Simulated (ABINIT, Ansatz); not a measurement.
**AlGa3N4 (P-43m): changed settings of a GW run in ABINIT**

What do changed inputs do to GW on AlGa3N4 (P-43m)?

Main program and level: ABINIT 10.8.3; PBEsol and many-body steps on it, plane waves.

**1. Starting point**

It takes space group P-43m (No. 215, cubic). Conventional cell: a = 4.472 Å, b = 4.472 Å, c = 4.472 Å, α = 90.00°, β = 90.00°, γ = 90.00°. Al has 4 N at 1.89 Å nearest. Ga has 4 N at 1.95 Å nearest. Nearest to N lie 1 Al at 1.89 Å and 3 Ga at 1.95 Å. Farther neighbours and most contacts between anions are not listed.

The cell and positions are those that the Materials Project relaxed with its own functionals (PBE, PBE+U or r2SCAN), kept fixed.

**2. Screening, 2×2×2 mesh, 102 bands, screening to 114.3 eV**

This step: ABINIT 10.8.3; RPA screening on PBEsol, plane waves, norm-conserving pseudopotentials.

The RPA dielectric matrix is built and inverted for each q.

run.abi reads:

```
acell 3*1.0 Angstrom
rprim 
  4.471685360000 0.000000000000 0.000000000000
  0.000000000000 4.471685360000 0.000000000000
  0.000000000000 0.000000000000 4.471685360000
ntypat 3
znucl 13 31 7
natom 8
typat 1 2 2 2 3 3 3 3
xred 
  0.000000000000 0.000000000000 0.000000000000
  0.500000000000 0.500000000000 0.000000000000
  0.500000000000 0.000000000000 0.500000000000
  0.000000000000 0.500000000000 0.500000000000
  0.755714420000 0.755714420000 0.244285580000
  0.755714420000 0.244285580000 0.755714420000
  0.244285580000 0.755714420000 0.755714420000
  0.244285580000 0.244285580000 0.244285580000
pp_dirpath "pseudos"
pseudos "Al.upf, Ga.upf, N.upf"
ecut 45
ngkpt 2 2 2
nshiftk 1
shiftk 0 0 0
kptopt 1
chksymbreak 0
istwfk *1
occopt 1
irdwfk 1
optdriver 3
nband 102
ecuteps 4.2
inclvkb 2
awtr 1
symchi 1
indata_prefix "in"
outdata_prefix "out"
tmpdata_prefix "tmp"
```

Command:

```bash
OMP_NUM_THREADS=1 mpirun -n 4 abinit run.abi > log
```

What it wrote:

```text
.Version 10.8.3 of ABINIT. v10.8.2 released Aug 2026.

 Symmetries : space group P-4 3 m (#215); Bravais cP (primitive cubic)
[... echo of the input left out ...]
== DATASET  1 ==================================================================
-   mpi_nproc: 4, omp_nthreads: 1 (-1 if OMP is not activated)

--- !DatasetInfo
iteration_state: {dtset: 1, }
dimensions: {natom: 8, nkpt: 4, mband: 102, nsppol: 1, nspinor: 1, nspden: 1, mpw: 8744, }
cutoff_energies: {ecut:  45.0, pawecutdg:  -1.0, }
electrons: {nelect:   8.60000000E+01, charge:   0.00000000E+00, occopt:   1.00000000E+00, tsmear:   1.00000000E-02, }

 SCREENING: Calculation of the susceptibility and dielectric matrices

 Based on a program developped by R.W. Godby, V. Olevano, G. Onida, and L. Reining.
 Incorporated in ABINIT by V. Olevano, G.-M. Rignanese, and M. Torrent.
.Using double precision arithmetic ; gwpc =  8

[... cell and pseudopotentials left out ...]
--------------------------------------------------------------------------------

 ==== K-mesh for the wavefunctions ====
 Number of points in the irreducible wedge :     4
[... list of points left out ...]
 Together with 24 symmetry operations and time-reversal symmetry
 yields     8 points in the full Brillouin Zone.

 ==== Q-mesh for the screening function ====
 Number of points in the irreducible wedge :     4
[... list of points left out ...]
 Together with 24 symmetry operations and time-reversal symmetry
 yields     8 points in the full Brillouin Zone.

 setmesh: FFT mesh size selected  =    36x   36x   36
          total number of points  =        46656

 vcoul_init : cutoff-mode = AUXILIARY_FUNCTION
 q-points for optical limit:   1
     1)      0.000010    0.000020    0.000030

- screening: taking advantage of time-reversal symmetry
- Maximum band index for partially occupied states nbvw = 43
- Remaining bands to be divided among processors   nbcw = 59
- Number of bands treated by each node ~14

 Number of electrons calculated from density =   86.0000; Expected =   86.0000
 average of density, n =  0.142524
 r_s =    1.1876
 omega_plasma =   36.4166 [eV]

 calculating chi0 at frequencies [eV] :
  1    0.000000E+00    0.000000E+00
  2    0.000000E+00    3.641662E+01

--------------------------------------------------------------------------------
  q-point number  1        q = ( 0.000000, 0.000000, 0.000000) [r.l.u.]
--------------------------------------------------------------------------------
[... chi0 elements left out ...]
 For q-point:  0.000010 0.000020 0.000030
  dielectric constant =   8.0707
  dielectric constant without local fields =   8.6517

  Average fulfillment of the sum rule on Im[epsilon] for q-point    1 :     24.83  [%]
[... wings left out ...]
  q-point number  2        q = ( 0.500000, 0.000000, 0.000000) [r.l.u.]
--------------------------------------------------------------------------------
[... chi0 elements left out ...]
  Average fulfillment of the sum rule on Im[epsilon] for q-point    2 :     29.31  [%]

 [... 2 further q-points ...]
```

Run time: 57 s. Hardware: 4 MPI ranks of Intel Xeon Platinum 8259CL at 2.50GHz (Skylake/Cascade Lake), shared host; peak memory 1.4 GiB.

Numbers from this step:

| Item | Value |
| --- | --- |
| ε∞ with local fields, on this mesh, along the program's q direction | 8.071 |
| the same without local fields | 8.652 |
| plasma frequency | 36.42 eV |
| plane waves in the screening matrix | 251 |

Local fields lower ε∞ by 7 %. On a Γ-centred mesh this coarse the value itself is usually too large, while a short band sum pulls it down.

**3. Base**

The self-energy is evaluated for the states that the input lists, and the levels follow from it, in one-shot runs by the linearised quasiparticle equation.

This step: G0W0 on PBEsol, plane waves, norm-conserving pseudopotentials.

run.abi, as its differences from that of step 2:

```diff
@@ -29,8 +29,15 @@
 irdwfk 1
-optdriver 3
+optdriver 4
 nband 102
+gwcalctyp 0
+ecutsigx 45
+symsigma 1
+nkptgw 1
+kptgw 
+  0.0000000000 0.0000000000 0.0000000000
+bdgw 
+  41 47
 ecuteps 4.2
-inclvkb 2
-awtr 1
-symchi 1
+irdscr 1
+ppmodel 1
 indata_prefix "in"
```

What it wrote:

```text
.Version 10.8.3 of ABINIT. v10.8.2 released Aug 2026.

 Symmetries : space group P-4 3 m (#215); Bravais cP (primitive cubic)
[... echo of the input left out ...]
== DATASET  1 ==================================================================
-   mpi_nproc: 4, omp_nthreads: 1 (-1 if OMP is not activated)

--- !DatasetInfo
iteration_state: {dtset: 1, }
dimensions: {natom: 8, nkpt: 4, mband: 102, nsppol: 1, nspinor: 1, nspden: 1, mpw: 8744, }
cutoff_energies: {ecut:  45.0, pawecutdg:  -1.0, }
electrons: {nelect:   8.60000000E+01, charge:   0.00000000E+00, occopt:   1.00000000E+00, tsmear:   1.00000000E-02, }

 SIGMA: Calculation of the GW corrections

 Based on a program developped by R.W. Godby, V. Olevano, G. Onida, and L. Reining.
 Incorporated in ABINIT by V. Olevano, G.-M. Rignanese, and M. Torrent.
.Using double precision arithmetic ; gwpc =  8

[... cell and pseudopotentials left out ...]
--------------------------------------------------------------------------------

 ==== K-mesh for the wavefunctions ====
 Number of points in the irreducible wedge :     4
[... list of points left out ...]
 Together with 24 symmetry operations and time-reversal symmetry
 yields     8 points in the full Brillouin Zone.

 ==== Q-mesh for screening function ====
 Number of points in the irreducible wedge :     4
[... list of points left out ...]
 Together with 24 symmetry operations and time-reversal symmetry
 yields     8 points in the full Brillouin Zone.

 vcoul_init : cutoff-mode = AUXILIARY_FUNCTION
 q-points for optical limit:   1
     1)      0.000010    0.000020    0.000030
 setmesh: FFT mesh size selected  =    54x   54x   54
          total number of points  =       157464

 Number of electrons calculated from density =   86.0000; Expected =   86.0000
 average of density, n =  0.142524
 r_s =    1.1876
 omega_plasma =   36.4166 [eV]

 === KS Band Gaps ===
  >>>> For spin  1
   Minimum direct gap =   2.2961 [eV], located at k-point      :   0.0000  0.0000  0.0000
   Fundamental gap    =   2.2961 [eV], Top of valence bands at :   0.0000  0.0000  0.0000
                                       Bottom of conduction at :   0.0000  0.0000  0.0000
 SIGMA fundamental parameters:
 PLASMON POLE MODEL  1
 number of plane-waves for SigmaX                 8709
 number of plane-waves for SigmaC and W            251
 number of plane-waves for wavefunctions          8709
 number of bands                                   102
 number of independent spin polarizations            1
 number of spinorial components                      1
 number of k-points in IBZ                           4
 number of q-points in IBZ                           4
 number of symmetry operations                      24
 number of k-points in BZ                            8
 number of q-points in BZ                            8
 number of frequencies for dSigma/dE                 9
 frequency step for dSigma/dE [eV]                0.25
 number of omega for Sigma on real axis              0
 max omega for Sigma on real axis  [eV]           0.00
 zcut for avoiding poles [eV]                     0.10

 EPSILON^-1 parameters (SCR file):
 dimension of the eps^-1 matrix on file            251
 dimension of the eps^-1 matrix used               251
 number of plane-waves for wavefunctions          8709
 number of bands                                   102
 number of q-points in IBZ                           4
 number of frequencies                               2
 number of real frequencies                          1
 number of imag frequencies                          1

 matrix elements of self-energy operator (all in [eV])

 Perturbative Calculation

--- !SelfEnergy_ee
iteration_state: {dtset: 1, }
kpoint     : [   0.000,    0.000,    0.000, ]
spin       : 1
KS_gap     :    2.296
QP_gap     :    3.239
Delta_QP_KS:    0.943
data: !SigmaeeData |
     Band     E0 <VxcDFT>   SigX SigC(E0)      Z dSigC/dE  Sig(E)    E-E0       E
       41   6.453 -18.191 -21.692   3.763   0.794  -0.259 -17.983   0.208   6.661
       42   6.453 -18.191 -21.692   3.763   0.794  -0.259 -17.983   0.208   6.661
       43   6.453 -18.191 -21.692   3.763   0.794  -0.259 -17.983   0.208   6.661
       44   8.749 -13.984  -9.310  -3.265   0.817  -0.224 -12.834   1.151   9.900
       45   9.814 -11.751  -7.185  -3.477   0.835  -0.197 -10.842   0.909  10.723
       46   9.814 -11.751  -7.185  -3.477   0.835  -0.197 -10.842   0.909  10.723
       47   9.814 -11.751  -7.185  -3.477   0.835  -0.197 -10.842   0.909  10.723

== END DATASET(S) ==============================================================
================================================================================

 -outvars: echo values of variables after computation  --------
           etotal      0.0000000000E+00
            nband         102
             nkpt           4
          spgroup         215
 [... the other variables as echoed above ...]

 Calculation completed.
```

The job ended after 14 s (4 MPI ranks; peak memory 1.1 GiB; 56 s of CPU time).

This step gave:

```yaml
g0w0_gap_on_the_points_computed: 3.239 eV
starting_gap_on_the_mesh: 2.296 eV
k_of_the_valence_top: 0, 0, 0
k_of_the_conduction_bottom: 0, 0, 0
z_at_the_valence_top: 0.794
z_at_the_conduction_bottom: 0.817
least_direct_g0w0_gap_on_the_computed_points: 3.239 eV
```

The gap on the mesh goes from 2.30 eV to 3.24 eV, a correction of +0.94 eV.

**4. A keyword of another program**

run.abi, as its differences from that of step 3:

```diff
@@ -42,2 +42,3 @@
 ppmodel 1
+nomega 100
 indata_prefix "in"
```

What it wrote:

```text
.Version 10.8.3 of ABINIT. v10.8.2 released Aug 2026.

 Symmetries : space group P-4 3 m (#215); Bravais cP (primitive cubic)
================================================================================
 Values of the parameters that define the memory need of the present run
     intxc =       0    ionmov =       0      iscf =       7    lmnmax =       6
     lnmax =       6     mgfft =      54  mpssoang =       3    mqgrid =    3001
     natom =       8  nloc_mem =       1    nspden =       1   nspinor =       1
    nsppol =       1      nsym =      24    n1xccc =    2501    ntypat =       3
    occopt =       1   xclevel =       2
-    mband =         102        mffmem =           1         mkmem =           1
       mpw =        8744          nfft =      157464          nkpt =           4
================================================================================
  Rough estimation (10% accuracy) of disk space for files :
================================================================================

--------------------------------------------------------------------------------
------------- Echo of variables that govern the present computation ------------
--------------------------------------------------------------------------------
 -outvars: echo values of preprocessed input variables --------
            acell      1.8897261259E+00  1.8897261259E+00  1.8897261259E+00 Bohr

             bdgw          41      47
      chksymbreak           0
             ecut      4.50000000E+01 Hartree
          ecuteps      4.20000000E+00 Hartree
         ecutsigx      4.50000000E+01 Hartree
          ecutwfn      4.50000000E+01 Hartree
-          fftalg         312
           irdscr           1
           irdwfk           1

              ixc     -116133
[...]
npweps         251
          npwsigx        8709
           npwwfn        8709
             nsym          24
           ntypat           3
              occ      2.000000  2.000000  2.000000  2.000000  2.000000  2.000000
                       2.000000  2.000000  2.000000  2.000000  2.000000  2.000000
                       2.000000  2.000000  2.000000  2.000000  2.000000  2.000000
                       2.000000  2.000000  2.000000  2.000000  2.000000  2.000000
[...]
[... 6 further rows ...]
                       0.000000  0.000000  0.000000  0.000000  0.000000  0.000000
                       0.000000  0.000000  0.000000  0.000000  0.000000  0.000000
        optdriver           4
            rprim      4.4716853600E+00  0.0000000000E+00  0.0000000000E+00
[...]
spgroup         215

             xred      0.0000000000E+00  0.0000000000E+00  0.0000000000E+00
[...]
2.4428558000E-01  7.5571442000E-01  7.5571442000E-01
                       2.4428558000E-01  2.4428558000E-01  2.4428558000E-01
            znucl       13.00000   31.00000    7.00000

================================================================================

 chkinp: Checking input parameters for consistency.

--- !ERROR
message: |
    Found token: `NOMEGA` in the input file.
    This name is not one of the registered input variable names (see
    Action: check your input file. Perhaps you mistyped the input variable,
    or specified "img", although this was not permitted for this input variable.

--- !ERROR
message: |
    Found token: `NOMEGA` in the input file.
    This name is not one of the registered input variable names (see
    Action: check your input file. Perhaps you mistyped the input variable,
    or specified "img", although this was not permitted for this input variable.

--- from the log ---
Found token: `NOMEGA` in the input file.
    This name is not one of the registered input variable names (see
    Action: check your input file. Perhaps you mistyped the input variable,
    or specified "img", although this was not permitted for this input variable.
```

Elapsed: 1.1 s, on 4 MPI ranks; peak memory 0.06 GiB; 2.7 s of CPU time.

The run stopped with an error after 1.1 s.

The program's words: Found token: `NOMEGA` in the input file. This name is not one of the registered input variable names (see Action: check your input file. Perhaps you mistyped the input variable, or specified "img", although this was not permitted for this input variable.

The fault put into this input: a keyword of another program.

**5. The runs together**

Times are wall times on 4 MPI ranks of Intel Xeon Platinum 8259CL at 2.50GHz (Skylake/Cascade Lake), shared host, good to a factor of about two. A run's time includes the screening step that it read.

```tsv
run	mesh	bands	screening cutoff (eV)	DFT gap (eV)	gap on the mesh (eV)	direct (eV)	ε∞ used	time
base	2×2×2	102	114.3	2.296	3.239	3.239	8.07	72 s
```

**6. Results**

```
base         : 3.239 eV
known limits : not at the basis limit; no spin-orbit coupling; coarse k mesh
```

In words: Bands and cutoff are finite, so the gap is not at the basis limit. The miss can reach some tenths of an eV and take either sign; the mesh is an error of its own. In the G0W0 run levels were corrected at 1 k point alone, so a gap called «on the mesh» is the least over those, and an edge elsewhere would be missed. The 2×2×2 mesh is coarse for this cell, which bears on the long-range parts of exchange and screening. The many-body steps are scalar-relativistic: spin-orbit coupling is not in them.

[Paths, hosts, dates, memory and timing lines, banners, echoed tables and standing remarks are left out of the program output.]

[Logs are printed without paths, hosts, clocks, repeated set-up lines and the standing remarks that a program may print on its own settings, such as how far it seeks lower states.]

[Runs of the session that timed out or met a known fault of the program may be left out.]

[No measured gap is set beside runs whose start may be inverted or whose files or cutoffs have a known fault.]

[Hosts, paths, dates, database ids (printed as entryN), source tags and the programs' standing remarks are cut or masked in the printed files.]

[G0W0 gaps are taken among the corrected bands and points alone; a level outside them can change the order at an edge.]

[Where Ansatz stands beside ABINIT at settings called matched, ABINIT's density can come from a denser mesh and the files from another edition; pairs whose starting gaps differed by over 0.03 eV were left out, so agreement reads better than it is.]
